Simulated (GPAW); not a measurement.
# The O K excitation threshold of KTaO3 (Pm-3m) under uniform strain

For each volume the threshold was computed as E(hole) − E(ground) plus the lowest empty eigenvalue of the hole cell (GPAW, revPBE, 10-atom cell, total energies on 4×4×4 k points, the eigenvalue on 6×6×6, hole spin-paired, without spin-orbit coupling). The values are raw, 9 eV above the value with the free atom's term for the hole's spin taken off; only their change is used. The threshold is the spectrum's zero, where absorption may be weak, not the visible edge.

| volume | ln(V/V₀) | threshold (eV) |
| --- | --- | --- |
| V × 0.94 | -0.06188 | 538.435 |
| V × 0.97 | -0.03046 | 538.370 |
| V × 1 | +0.00000 | 538.306 |
| V × 1.03 | +0.02956 | 538.240 |
| V × 1.06 | +0.05827 | ? |

Question: Fit a straight line in ln(V/V₀), give its slope, and predict the threshold at V × 1.06.

The means of the given rows are x̄ = -0.01570 and Ē = 538.338 eV. Σ(x − x̄)(E − Ē) = -0.00989 and Σ(x − x̄)² = 0.004645, so the slope is -2.13 eV, and the line passes the given rows within 0.002 eV. At x = +0.05827 it gives 538.338 + (-2.13) × (+0.07397) = 538.180 eV. The run gives 538.171 eV, a miss of +0.009 eV over a total move of -0.264 eV. The slope is the clamped-ion volume deformation potential of the lowest empty level of the hole cell on this mesh (the hole may pull it below the band edge) against the O 1s level, with the hole's relaxation included: the threshold falls by 0.021 eV for 1 % of expansion. The charged cell's image error also scales with the cell's size and isn't taken out.

[Hosts, paths, dates, database ids (printed as entryN), source tags and the programs' standing remarks are cut or masked in the printed files.]

[Lists of maxima count a maximum above −3 eV only where it reaches 4 % of the highest in the window and stands out from its surroundings by 2 % of it (1.5 % where it reaches 55 %); shoulders and weaker maxima are passed over, and of the rest the first, up to two pre-edge ones and the few strongest are named.]
